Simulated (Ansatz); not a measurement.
**W2COS MXene monolayer in a perpendicular field**

Aim: how the W2COS MXene monolayer screens a field along its normal, and what the field does to its bands. A positive field points along +c.

Calculated with Ansatz 0.2.0; plane-wave DFT, PBE-D3(BJ), Ansatz PAW.

Most raw output is cut from this account.

**1. Starting point**

The cell holds 5 atoms: 1 S, 2 W, 1 C and 1 O. Its edges and angles: a = 3.125 Å, b = 3.125 Å, c = 41.617 Å, α = 90.0°, β = 90.0°, γ = 120.0°. Vacuum lies along c.

**2. Relaxing the slab**

The starting cell is a guess, so the in-plane lattice and the atoms are relaxed first, with the slab cut off from its images along the normal.

Input file input.yaml:

```yaml
crystal:
  lattice:
    - [3.125408, 0.0, 0.0]
    - [-1.562704, 2.7066827252, 0.0]
    - [0.0, 0.0, 41.6172382408]
  atoms:
    - { symbol: S, position: [0.3333333333, 0.6666666667, 0.4361173583] }
    - { symbol: W, position: [0.6666666667, 0.3333333333, 0.477971162] }
    - { symbol: C, position: [0.0, 0.0, 0.5076031794] }
    - { symbol: W, position: [0.3333333333, 0.6666666667, 0.5372351969] }
    - { symbol: O, position: [0.6666666667, 0.3333333333, 0.5638826417] }
  periodic: [true, true, false]
kpoints:
  mp_grid: { grid: [12, 12, 1] }
hamiltonian:
  xc: pbe
  dispersion: d3bj
scf:
  occupations: { method: fermi_dirac, width: 0.05 }
  convergence: { dr2_threshold: 1.0e-09 }
relax:
  f_tol: 0.004
  max_steps: 90
  cell: {}
output:
  write_potential: true
  write_density: true
  volumetric_format: npy
```

On the command line:

```bash
$ ansatz run input.yaml --threads 2 --pin off --max-ram 3072MiB --backend cpu --events-out ev --progress --plain --runs-dir out
```

Elapsed: 2.1 min, on 2 threads of Intel Xeon Platinum 8375C at 2.90GHz (Ice Lake), shared host; peak memory 0.7 GiB; 4.1 min of CPU time.

Step by step:

```
step  energy less that of the first step (eV)  largest force component (eV/Å)  volume (Å³)
   1                                   0.0000                          1.9657       352.06
   2                                  -0.3715                          0.4709       350.45
   3                                  -0.3957                          0.4297       361.38
   4                                  -0.4000                          0.3758       360.28
   5                                  -0.4054                          0.1325       359.42
   6                                  -0.4057                          0.0158       359.66
   7                                  -0.4057                          0.0028       359.64
  8*                                  -0.4088                          0.0027       359.64
   9                                  -0.4088                          0.0015       359.80
 10*                                  -0.4088                          0.0015       359.80
```

Relaxation steps marked * repeat the geometry before them on a plane-wave basis chosen anew for their cell, so energy and pressure can jump there.

The run keeps the 6 symmetry operations that it works with, so distortions that break them were not tested.

```
cell as run  before  after  change
      a (Å)   3.125  3.160  +1.1 %
      b (Å)   3.125  3.160  +1.1 %
```

The atoms that moved most (Å, along periodic axes as changes of fractional coordinates times the final cell, across vacuum about the mean position):

```
atom     dx     dy      dz  length
  S1  0.000  0.000   0.205   0.205
  W4  0.000  0.000  -0.162   0.162
  O5  0.000  0.000  -0.158   0.158
  W2  0.000  0.000   0.115   0.115
```

Final coordinates:

```xyz
5
Lattice="3.1596 0.0000 0.0000 -1.5798 2.7363 0.0000 0.0000 0.0000 41.6172" Properties=species:S:1:pos:R:3
S     0.0000    1.8242   18.3548
W     1.5798    0.9121   20.0070
C     0.0000    0.0000   21.1250
W     0.0000    1.8242   22.1964
O     1.5798    0.9121   23.3092
```

Numbers from this step:

| Item | Value |
| --- | --- |
| energy at zero smearing | -22491.8269 eV |

The lattice constant a goes from 3.125 to 3.160 Å.

**3. Single point, field 0**

A sawtooth potential applies the field, turning back in the middle of the vacuum. With the dipole correction the typed value is the field outside the slab. The induced dipole is small, so the SCF threshold is tight.

The cell differs from the one that the last finished run ended in (c 41.617 → 22.954 Å).

Input file input.yaml:

```yaml
crystal:
  lattice:
    - [3.1595567912, 0.0, 0.0]
    - [-1.5797783956, 2.7362564459, 0.0]
    - [0.0, 0.0, 22.9543772904]
  atoms:
    - { symbol: S, position: [0.3333333333, 0.6666666667, 0.3920820803] }
    - { symbol: W, position: [0.6666666667, 0.3333333333, 0.4640626346] }
    - { symbol: C, position: [0.0, 0.0, 0.5127662927] }
    - { symbol: W, position: [0.3333333333, 0.6666666667, 0.5594399156] }
    - { symbol: O, position: [0.6666666667, 0.3333333333, 0.6079179197] }
kpoints:
  mp_grid: { grid: [18, 18, 1] }
  band_path:
    path: [[0, 0, 0], [0.5, 0, 0], [0.33333333, 0.33333333, 0], [0, 0, 0]]
    npoints: 16
hamiltonian:
  xc: pbe
  dispersion: d3bj
scf:
  occupations: { method: fermi_dirac, width: 0.02585 }
  convergence: { dr2_threshold: 1.0e-10 }
efield:
  axis: 3
  dipole_correction: true
  ramp_position: 0.97
  ramp_width: 0.06
  amplitude: 0
output:
  dos: { projected: true, e_range: [-6, 5] }
  write_potential: true
  write_density: true
  volumetric_format: npy
  elf: true
```

Wall time 18 s (2 threads); peak memory 0.6 GiB; 35 s of CPU time.

Numbers from this step:

- energy at zero smearing: -22491.8203 eV
- work function, upper face: 5.756 eV
- work function, lower face: 4.913 eV
- dipole along the normal: -0.04030 e·Å
- step between the vacuum levels: 0.8434 eV

Running mean over a fixed 2.7 Å (it still follows the layers) of the planar mean; the ramp of the sawtooth is left out. Table of electron's electrostatic potential energy less the Fermi level by z:

```
z (Å)  electron's electrostatic potential energy less the Fermi level (eV)
  3.5                                                                 4.91
  4.0                                                                 4.91
  4.5                                                                 4.91
  5.0                                                                 4.91
  5.5                                                                 4.91
  6.0                                                                 4.88
  6.5                                                                 4.75
  7.0                                                                 4.10
  7.5                                                                 2.15
  8.0                                                               -0.322
  8.5                                                                -2.53
  9.0                                                                -5.61
  9.5                                                                -9.61
 10.0                                                                -12.0
 10.5                                                                -12.9
 11.0                                                                -13.9
 11.5                                                                -15.7
 12.0                                                                -15.8
 12.5                                                                -14.5
 13.0                                                                -13.0
 13.5                                                                -10.1
 14.0                                                                -6.18
 14.5                                                                -1.68
 15.0                                                                 1.89
 15.5                                                                 4.41
 16.0                                                                 5.54
 16.5                                                                 5.72
 17.0                                                                 5.75
 17.5                                                                 5.76
 18.0                                                                 5.76
 18.5                                                                 5.76
 19.0                                                                 5.76
 19.5                                                                 5.76
```

The density of states has structure finer than the step of the table below, so its rows give means over 0.2 eV, whole bins alone (the curve runs from -6 to 1.58 eV). Peaks (eV: height): -5.61: 10.9, -4.98: 9.47, -4.79: 12.5, -4.51: 5.38, -4.15: 5.72, 0.73: 5.42, 1.42: 20.7.

Density of states against energy, zero at the Fermi level; means over each step:

```
energy (eV)  density of states (states/eV a cell)
       -5.8                                  1.91
       -5.6                                  5.58
       -5.4                                  2.00
       -5.2                                  1.85
       -5.0                                  5.52
       -4.8                                  7.12
       -4.6                                  4.53
       -4.4                                  3.07
       -4.2                                  2.90
       -4.0                                  1.46
       -3.8                                  1.62
       -3.6                                  2.34
       -3.4                                  3.71
       -3.2                                  3.42
       -3.0                                  3.48
       -2.8                                  1.68
       -2.6                                  1.99
       -2.4                                  1.91
       -2.2                                  2.16
       -2.0                                  1.58
       -1.8                                  1.24
       -1.6                                 0.931
       -1.4                                 0.814
       -1.2                                  1.91
       -1.0                                  2.08
       -0.8                                  1.50
       -0.6                                  1.68
       -0.4                                  1.32
       -0.2                                  1.41
        0.0                                  1.62
        0.2                                  1.76
        0.4                                  2.07
        0.6                                  3.58
        0.8                                  3.78
        1.0                                  1.56
        1.2                                  2.11
        1.4                                  5.93
```

Projected DOS per atom over height of the atomic layer and energy from the Fermi level. Layers: S W C W O from below.

Ten even steps from '0' (0.05 states/eV) to '9' (2.88 states/eV), each cell a mean:
```
05150
01030
03060
02030
01020
01010
01010
11010
10010
00000
11010
11000
21000
32012
61102
20001
21001
22013
33129
11015
32112
11111
```
Columns: height of the atomic layer (Å) from 9 to 14.0 (not evenly spaced); rows upwards: energy from the Fermi level (eV) from -5.96 to 1.6.

The electronic bands at the labelled points (eV, zero at the Fermi level):

```
  point  band 19  band 20  band 21  band 22  band 23  band 24  band 25  band 26
      Γ    -2.62    -2.62    -1.26    -1.26    -1.09     0.63     0.63     1.13
halfway    -3.01    -2.80    -2.73    -0.64     0.11     0.86     1.72     1.76
      M    -3.39    -2.89    -2.47     0.46     0.60     1.41     1.62     1.94
halfway    -4.11    -3.61    -1.81     0.04     0.30     1.45     1.85     2.32
      K    -4.56    -4.40    -0.89    -0.66    -0.32     1.41     1.96     2.23
halfway    -3.50    -3.10    -1.87    -1.36     0.73     1.28     1.67     1.78
      Γ    -2.62    -2.62    -1.26    -1.26    -1.09     0.63     0.63     1.13
```

Valence density in the ca plane at fractional y = 0.333, with atoms of W and O within 0.2 Å of it. It is the smooth field of the valence electrons, not physical close to the nuclei.

Ten steps, logarithmic in the rise over the least value, from '0' (0.0 e/Å³) to '9' (6.5 e/Å³), each cell a mean:
```
00000001233446775443345654200000000000000000
00000000122368997533347986310000000000000000
00000000112379998533358997410000000000000000
00000000123368997433347886310000000000000000
00000001233445665444444553100000000000000000
00000012344443444455554321000000000000000000
00000012345443334555654211000000000000000000
00000012344444444445544321000000000000000000
```
Columns run along c (16.0 Å, from fractional 0.24 to 0.93 of the cell), rows up along a (3.2 Å). Atoms in or near the plane, at fractional coordinates: W at (0.46, 0.67), O at (0.61, 0.67).

Electrostatic potential energy in the ca plane at fractional y = 0.333, with atoms of W and O within 0.2 Å of it. With pseudopotentials it is smooth inside the atoms' cores, unlike the true potential.

Values in eV, 5 rows by 16 columns, each cell a mean:
```
  7   7   7   7   6   4  -7 -37 -12  -2 -11  -1   7   7   7   7
  7   7   7   7   6   5 -15 -46 -22   1 -31 -16   7   7   7   7
  7   7   7   7   6   4  -7 -37 -13  -2 -12  -2   7   7   7   7
  7   7   7   7   6  -1  -2  -5  -3 -14  -6   5   7   7   7   7
  7   7   7   7   6  -1  -2  -4  -3 -13  -5   5   7   7   7   7
```
Columns run along c (16.0 Å, from fractional 0.14 to 0.84 of the cell; values clipped at the 3rd and 97th percentile), rows up along a (3.2 Å). Atoms in or near the plane, at fractional coordinates: W at (0.46, 0.67), O at (0.61, 0.67).

ELF in the ca plane at fractional y = 0.333, with atoms of W and O within 0.2 Å of it. It is the smooth field of the valence electrons, not physical close to the nuclei.

Values, 5 rows by 16 columns, each cell a mean:
```
0.00 0.00 0.00 0.00 0.00 0.03 0.21 0.39 0.45 0.42 0.28 0.38 0.75 0.36 0.02 0.00
0.00 0.00 0.00 0.00 0.00 0.00 0.04 0.16 0.48 0.48 0.18 0.53 0.66 0.54 0.04 0.00
0.00 0.00 0.00 0.00 0.00 0.03 0.22 0.39 0.45 0.43 0.27 0.39 0.74 0.37 0.02 0.00
0.00 0.00 0.00 0.00 0.01 0.16 0.63 0.72 0.32 0.40 0.38 0.23 0.21 0.06 0.00 0.00
0.00 0.00 0.00 0.00 0.01 0.16 0.65 0.73 0.32 0.41 0.38 0.22 0.19 0.05 0.00 0.00
```
Columns run along c (16.0 Å, from fractional 0.08 to 0.78 of the cell), rows up along a (3.2 Å). Atoms in or near the plane, at fractional coordinates: W at (0.46, 0.67), O at (0.61, 0.67).

The work function of the upper face is 5.76 eV.

**4. Single point, field 0.1 V/Å**

input.yaml: that of step 3 with these lines changed.

```diff
@@ -27,5 +27,4 @@
   ramp_width: 0.06
-  amplitude: 0
+  amplitude: 0.1
 output:
-  dos: { projected: true, e_range: [-6, 5] }
   write_potential: true
@@ -33,2 +32 @@
   volumetric_format: npy
-  elf: true
```

Wall time 21 s (2 threads); peak memory 0.57 GiB; 41 s of CPU time.

The dipole is -0.00952 e·Å, 0.0308 e·Å from its value without field.

**5. Atoms held, field -0.1 V/Å**

input.yaml: that of step 4 with these lines changed.

```diff
@@ -27,3 +27,3 @@
   ramp_width: 0.06
-  amplitude: 0.1
+  amplitude: -0.1
 output:
```

Wall time 20 s (2 threads); peak memory 0.58 GiB; 39 s of CPU time.

The dipole is -0.0711 e·Å, -0.0308 e·Å from its value without field.

**6. Response, atoms held**

This step: plane-wave DFT, PBE-D3(BJ), Ansatz PAW; response to a field along the normal, atoms held (Ansatz 0.2.0).

The dipoles give the slope, and the difference of two potentials shows where the field is screened.

Numbers from this step:

```yaml
equivalent_conductor_thickness_p_eps_0ae: 6.440 Å
distance_between_the_outer_atoms: 4.954 Å
```

Dipole of the cell against applied field:

```
applied field (V/Å)  dipole of the cell (e·Å)
            -0.1000                   -0.0711
             0.0000                   -0.0403
             0.1000                  -0.00952
```

Local field over the applied field, running mean. From the potentials at -0.1 and 0.1 V/Å; running mean over 2.5 Å. The local field over applied field by z:

z (Å), local field over applied field and a bar:
```
      4.5      0.999 ##############################
      5.0      0.997 ##############################
      5.5      0.991 ##############################
      6.0      0.973 #############################
      6.5      0.926 ############################
      7.0      0.825 #########################
      7.5      0.669 ####################
      8.0      0.491 ##############
      8.5      0.309 #########
      9.0      0.162 ####
      9.5      0.075 ##
     10.0      0.034 #
     10.5      0.017 
     11.0      0.016 
     11.5      0.015 
     12.0      0.018 
     12.5      0.039 #
     13.0      0.094 ##
     13.5      0.194 #####
     14.0      0.343 ##########
     14.5      0.514 ###############
     15.0      0.686 ####################
     15.5      0.833 #########################
     16.0      0.932 ############################
     16.5      0.978 #############################
     17.0      0.993 ##############################
     17.5      0.998 ##############################
     18.0      0.999 ##############################
     18.5      1.000 ##############################
```

Electrons, planar mean, per unit field. The induced electron density by z:

```
z (Å)  induced electron density (e/Å³ per V/Å)
  4.5                                   3.6e-6
  5.0                                   1.2e-5
  5.5                                   3.9e-5
  6.0                                   1.2e-4
  6.5                                   3.6e-4
  7.0                                   9.7e-4
  7.5                                  0.00230
  8.0                                  0.00367
  8.5                                  0.00224
  9.0                                  0.00110
  9.5                                   3.4e-4
 10.0                                  -8.8e-4
 10.5                                   5.8e-4
 11.0                                   1.8e-4
 11.5                                   2.4e-4
 12.0                                  -3.4e-4
 12.5                                  -3.0e-4
 13.0                                  -4.3e-4
 13.5                                  -9.6e-4
 14.0                                 -0.00177
 14.5                                 -0.00359
 15.0                                 -0.00243
 15.5                                  -9.2e-4
 16.0                                  -3.0e-4
 16.5                                  -8.8e-5
 17.0                                  -2.5e-5
 17.5                                  -6.9e-6
 18.0                                  -1.9e-6
 18.5                                  -5.5e-7
```

By hand: between -0.1 and 0.1 V/Å the dipole changes by 0.06154 e·Å, a slope of 0.3077 e·Å²/V. A perfect conductor of thickness t has p = ε₀AEt, so t = 180.95 × 0.3077 / 8.645 = 6.44 Å (e/ε₀ = 180.95 V·Å, A in Å²).

The induced dipole is that of a conductor 6.44 Å thick.

**7. Summary of results**

```yaml
gap_without_field: none
work_function_upper_face: 5.76 eV
step_between_the_vacuum_levels: 0.843 eV
equivalent_conductor_thickness_atoms_held: 6.44 Å
```

In words: The induced dipole equals that of a perfect conductor 6.44 Å thick, while the outer atoms lie 4.95 Å apart. The two faces differ: the vacuum level above lies 0.84 eV higher than the one below. There is no gap over 0.03 eV, with or without the field. The main runs have no spin polarisation; a magnetic state could lie lower and would change these results. Spin-orbit coupling is left out, which matters for the bands of elements this heavy. The MXene's terminations sit over the metal atoms of its far layer; the site over carbon or nitrogen, which some compounds prefer, was not run.

[Logs are printed without paths, hosts, clocks, repeated set-up lines and the standing remarks that a program may print on its own settings, such as how far it seeks lower states.]

[Hosts, paths, dates, database ids (printed as entryN), source tags and the programs' standing remarks are cut or masked in the printed files.]

[Maps of the electrostatic potential energy from Ansatz leave out the sawtooth potential of an applied field or a dipole correction, so their vacuum need not be flat; planar profiles and work functions include it.]
